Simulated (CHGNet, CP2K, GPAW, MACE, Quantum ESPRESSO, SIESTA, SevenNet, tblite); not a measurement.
**tblite runs on graphene/1T-TiSe2 heterobilayer (65 atoms)**

Wanted: tblite inputs and outputs for graphene/1T-TiSe2 heterobilayer (65 atoms), checked against a plane-wave reference.

Calculated with tblite 0.8.0; the method is named at each step.

**1. Set-up**

The cell holds 65 atoms: 38 C, 9 Ti and 18 Se. Cell: a = 10.671 Å, b = 10.671 Å, c = 18.460 Å, α = 90.0°, β = 90.0°, γ = 120.0°. 19 cells of graphene (a = 2.46 Å, strained -0.48 %) and 9 cells of 1T-TiSe2 (a = 3.54 Å, +0.48 %) on one hexagonal cell, twist 36.59 deg; facing planes 3.36 Å apart; 12 Å of vacuum; displaced by a Gaussian of 0.01 Å. Then every atom was moved at random, 0.03 Å r.m.s. a Cartesian component. Regions: layer 1, 38 atoms (38 C); layer 2, 27 atoms (9 Ti and 18 Se). Vacuum lies along c.

The yardstick, on the same geometry:

- method: Kohn-Sham DFT, PBE, SSSP efficiency 1.3.0 pseudopotentials, plane waves (Quantum ESPRESSO 7.5); sssp-pbe-1.3.0-efficiency, cutoffs 45/360 Ry, Γ point
- r.m.s. force component: 1.707 eV/Å
- longest force: 7.089 eV/Å
- time: 6.9 min on 4 MPI ranks of Arm Neoverse V1, shared host
- CPU time: 28 min

**2. GFN1-xTB**

Method: GFN1-xTB tight binding, diagonalisation.

run.py reads:

```python
import numpy as np
from ase.io import read
from tblite.ase import TBLite

atoms = read("structure.xyz")
atoms.calc = TBLite(method="GFN1-xTB", electronic_temperature=580, accuracy=1.0, max_iterations=250, mixer_damping=0.1, verbosity=1)
energy = atoms.get_potential_energy()
forces = atoms.get_forces()
print(f"energy {energy:.6f} eV")
print("forces (eV/A)")
for i, (a, f) in enumerate(zip(atoms, forces)):
    print(f"{i:4d} {a.symbol:2s} {f[0]:10.5f} {f[1]:10.5f} {f[2]:10.5f}")
print("charges (e)")
print(np.array2string(atoms.get_charges(), precision=4, suppress_small=True, max_line_width=110, threshold=100000))
```

structure.xyz reads:

```xyz
65
Lattice="10.67140 0.00000 0.00000 -5.33570 9.24170 0.00000 0.00000 0.00000 18.46000" Properties=species:S:1:pos:R:3 pbc="T T T"
C -2.53094 8.88941 5.96756
C -1.90468 7.66719 6.03014
C -0.83274 5.05678 5.98935
C -0.29416 3.69141 6.04547
C -0.58490 7.45177 6.05488
C -0.01969 6.16486 6.01796
C 5.08674 0.66965 5.99692
C 0.24848 8.65624 6.01279
C 0.79699 1.18968 6.05008
C -3.96010 9.04790 6.03088
C 1.17161 3.49151 5.93932
C 1.70102 2.22651 5.95796
C 1.38461 5.94260 5.96166
C 2.02586 4.74524 5.99728
C 1.68939 8.45782 5.92824
C 2.21544 7.08293 6.04196
C 3.07715 2.10424 6.01925
C 3.63953 0.81299 5.97236
C 3.40871 4.49100 6.02848
C 3.91827 3.17591 5.99673
C 3.61659 6.95022 5.98750
C 4.18778 5.66239 5.97642
C 9.25808 0.16986 6.02534
C 4.46502 8.10774 6.00190
C 5.37556 3.08571 6.02516
C 5.93911 1.81405 5.96055
C 5.68556 5.50630 5.99322
C 6.13349 4.17558 6.00873
C 5.94658 7.93834 5.98178
C 6.42578 6.67380 6.01261
C 7.28889 1.66295 6.03790
C 7.89134 0.32540 6.02331
C 7.55893 4.03964 6.03790
C 8.19782 2.68758 5.97753
C -2.71480 6.45200 6.01667
C -2.24910 5.19605 6.02553
C -1.13826 2.60514 5.94541
C -0.59717 1.32951 5.93415
Ti 3.59189 1.37202 10.95306
Se 3.68670 3.47682 12.42875
Se 5.43366 2.41929 9.36051
Ti 1.91520 4.47686 10.94900
Se 1.89983 6.49248 12.42635
Se 3.71306 5.41517 9.30753
Ti 0.11915 7.51322 10.93164
Se 5.45837 0.33261 12.41860
Se 1.91946 8.53970 9.36457
Ti 7.20789 1.34263 10.88955
Se 7.22230 3.36823 12.45662
Se 8.98052 2.35811 9.33245
Ti 5.47560 4.43287 10.92370
Se 5.48387 6.48536 12.42469
Se 7.30996 5.45528 9.33670
Ti 3.67304 7.43911 10.90728
Se 9.03227 0.35063 12.39811
Se 5.47912 8.57353 9.33651
[... 5 atom lines left out ...]
Se 0.15180 5.51739 9.32230
Ti -3.45657 7.51313 10.89897
Se 1.89353 0.36616 12.42303
Se -1.63134 8.51734 9.39503
```

Started as:

```bash
> OMP_NUM_THREADS=1 python run.py > output.txt
```

What it wrote:

```text
------------------------------------------------------------
  cycle        total energy    energy error   density error
------------------------------------------------------------
      1     -146.3464819471  -1.4776523E+02   8.5220543E-01
      2     -153.5327307816  -7.1862488E+00   6.6141142E-01
      3     -153.6363669877  -1.0363621E-01   6.0016741E-01
      4     -152.8769993518   7.5936764E-01   5.7044402E-01
      5     -152.8023311806   7.4668171E-02   2.8021079E-01
      6     -153.6713989505  -8.6906777E-01   2.5538657E-01
      7     -153.7850874641  -1.1368851E-01   1.9064606E-01
      8     -153.7711753410   1.3912123E-02   1.0971574E-01
      9     -153.8369749532  -6.5799612E-02   6.0323165E-02
     10     -153.8725460096  -3.5571056E-02   3.5291228E-02
     11     -153.8852935423  -1.2747533E-02   2.4402853E-02
     12     -153.8887404812  -3.4469389E-03   1.8215018E-02
     13     -153.8913092579  -2.5687767E-03   1.1484718E-02
     14     -153.8923803743  -1.0711164E-03   4.8131004E-03
     15     -153.8923591526   2.1221684E-05   4.8871050E-03
     16     -153.8925184820  -1.5932938E-04   2.9781154E-03
     17     -153.8925882539  -6.9771924E-05   1.2417690E-03
     18     -153.8925987298  -1.0475920E-05   7.2025239E-04
     19     -153.8926036381  -4.9082911E-06   4.1504261E-04
     20     -153.8926039120  -2.7389066E-07   3.9619128E-04
     21     -153.8925998652   4.0468346E-06   6.7353664E-04
     22     -153.8926050318  -5.1666180E-06   1.6441812E-04
     23     -153.8926050104   2.1423489E-08   1.5396367E-04
     24     -153.8926052308  -2.2046092E-07   7.6920262E-05
     25     -153.8926052951  -6.4318328E-08   1.4742122E-05
------------------------------------------------------------
 total:                                   2.371 sec
energy -4187.631089 eV
forces (eV/A)
   0 C    -0.43784    2.80180    0.54088
   1 C    -3.65229   -3.39804   -0.17796
   2 C    -0.27492   -3.10622    0.60004
   3 C     2.65191    2.55097   -1.29232
   4 C     4.00179    1.98292   -0.37523
   5 C     0.68424   -0.16153   -0.22051
   6 C    -2.41804    1.58221   -0.24739
   7 C     2.42537   -3.52495   -0.28927
   8 C     0.68370   -4.21561   -0.89019
   9 C     1.70980    3.50689   -0.23031
  10 C    -1.96566    4.34295    0.82829
  11 C    -0.81288    1.07423    0.43390
  12 C     0.22183    2.62332    0.70070
  13 C    -2.05669   -5.30786   -0.33042
  14 C    -0.62252   -1.64132    1.43602
  15 C    -0.29986    2.58411   -1.11734
  16 C     0.89272   -2.22948   -0.52007
  17 C     0.82970   -0.70407    0.36628
  18 C    -0.46253    1.44193   -0.47139
  19 C     2.25247    2.26541    0.35046
  20 C     0.72882    0.48943    0.28525
  21 C     3.10298   -0.55189    0.32716
  22 C     1.17053   -0.44740   -0.46113
  23 C     1.34904   -0.55641   -0.06339
[...]
57 Se   -0.02987   -0.04572   -1.11568
  58 Se    0.05458    0.09886    0.90533
  59 Ti    0.00781   -0.00179    0.06424
  60 Se   -0.13152    0.07213   -1.11497
  61 Se    0.00230   -0.21118    1.13740
  62 Ti   -0.02060   -0.11341   -0.08577
  63 Se    0.01302   -0.15057   -0.60445
  64 Se    0.02301    0.20041    0.87263
charges (e)
[ 0.0005  0.0101 -0.0003 -0.0108  0.0038  0.0065  0.0013 -0.002  -0.0045 -0.0039 -0.014   0.0152  0.0086
 -0.0005 -0.0101 -0.0043  0.0096 -0.0077  0.0031 -0.0008  0.004  -0.0076  0.0042 -0.0091  0.0066  0.0063
 -0.0037  0.0128  0.0117 -0.0015  0.0019 -0.0011 -0.0181  0.0042 -0.0127  0.007   0.017   0.0019  0.1295
 -0.059  -0.074   0.1256 -0.0567 -0.0665  0.1337 -0.0683 -0.071   0.146  -0.0655 -0.0725  0.1288 -0.0646
 -0.0685  0.1177 -0.0661 -0.0668  0.1329 -0.0672 -0.0731  0.1389 -0.066  -0.0695  0.1296 -0.0601 -0.0711]
```

Wall time 2.9 s (1 thread of Arm Neoverse V1, shared host); peak memory 0.13 GiB.

Banners, paths, timers and routine set-up lines are dropped from the logs unmarked, and long logs keep their key lines alone; longer cuts are marked.

Against the reference:

```
r.m.s. force component                  : 1.663 eV/Å
r.m.s. difference of force components   : 320.4 meV/Å
longest difference of force vectors     : 1191 meV/Å
force difference over r.m.s. force      : 18.78 %
slope of forces against the reference's : 0.9571
correlation of force components         : 0.9822
```

Length of the force difference by element (eV/Å):

| element | atoms | mean | most |
| --- | --- | --- | --- |
| C | 38 | 0.23 | 0.44 |
| Se | 18 | 0.96 | 1.2 |
| Ti | 9 | 0.29 | 0.40 |

The surroundings of Ti48, one of the 9 Ti atoms, nearest first, numbered as they follow in the input and with coordinates relative to it.

| atom | x | y | z | distance (Å) | bonds | Mulliken charge (e) | Fx | Fy | Fz (eV/Å) |
| --- | --- | --- | --- | --- | --- | --- | --- | --- | --- |
| Ti48 | 0.00 | 0.00 | 0.00 | 0.00 | 6 | 0.15 | -0.14 | 0.02 | -0.12 |
| Se46 | -1.75 | -1.01 | 1.53 | 2.53 | 3 | -0.07 | 0.03 | 0.04 | -0.76 |
| Se47 | 0.05 | -2.04 | -1.52 | 2.55 | 3 | -0.07 | 0.04 | -0.02 | 0.93 |
| Se49 | 0.01 | 2.03 | 1.57 | 2.56 | 3 | -0.07 | 0.16 | 0.17 | -1.00 |
| Se55 | 1.82 | -0.99 | 1.51 | 2.57 | 3 | -0.07 | -0.01 | -0.08 | -0.75 |
| Se50 | 1.77 | 1.02 | -1.56 | 2.57 | 3 | -0.07 | 0.22 | 0.12 | 1.02 |
| Se41 | -1.77 | 1.08 | -1.53 | 2.58 | 3 | -0.07 | 0.15 | -0.09 | 0.99 |
| Ti45 | -1.75 | -3.07 | 0.04 | 3.54 | 6 | 0.13 | -0.17 | -0.09 | -0.16 |
| Ti51 | -1.73 | 3.09 | 0.03 | 3.54 | 6 | 0.13 | 0.01 | -0.07 | -0.24 |
| Ti57 | 3.56 | -0.03 | -0.01 | 3.56 | 6 | 0.13 | -0.13 | 0.07 | -0.10 |
| Ti60 | 1.83 | 3.10 | -0.01 | 3.60 | 6 | 0.14 | 0.01 | 0.00 | 0.06 |
| Ti39 | -3.62 | 0.03 | 0.06 | 3.62 | 6 | 0.13 | -0.04 | 0.02 | -0.30 |
| Ti54 | 1.80 | -3.15 | 0.02 | 3.62 | 6 | 0.12 | -0.04 | -0.13 | -0.31 |

Atoms are counted from 1 here, from 0 in the log.

Forces lie 19 % from the reference's, at 0.0017 times its CPU time (on 1 against 4 cores).

The difference per atom is largest on Se (0.96 eV/Å on average, against 0.29 on Ti).

**3. Summary of results**

* force difference from the reference: tblite GFN1-xTB, 19 %
* its CPU time: 2.9 s

What this shows: Tight binding differs by 19 % (tblite GFN1-xTB); it is another model, with fitted parameters of its own, and the xTB methods hold dispersion. One electronic-structure run takes under half the reference's CPU time: tblite GFN1-xTB, at 19 % in 2.9 s against 28 min. Periodic xTB results under one method name differ between programs and library versions. The reference's PBE has no dispersion term, which matters for the binding between molecules or layers. One k-point is far too coarse for the carbon or group-IV sheet, and it can put spurious forces of up to about 1 eV/Å on the sheet's atoms. The runs have no spin polarisation, so any moments at edges, vacancies or dangling bonds can't form. The electronic-structure runs sample only Γ, in a cell whose shortest periodic width is 9 Å, which is coarse for a cell with partly filled levels.

[Also dropped from logs without a mark: logging warnings of Python, and SIESTA's first energy breakdown and zero terms.]

[Logs are printed without paths, hosts, clocks, repeated set-up lines and the standing remarks that a program may print on its own settings, such as how far it seeks lower states.]

[Hosts, paths, dates, database ids (printed as entryN), source tags and the programs' standing remarks are cut or masked in the printed files.]
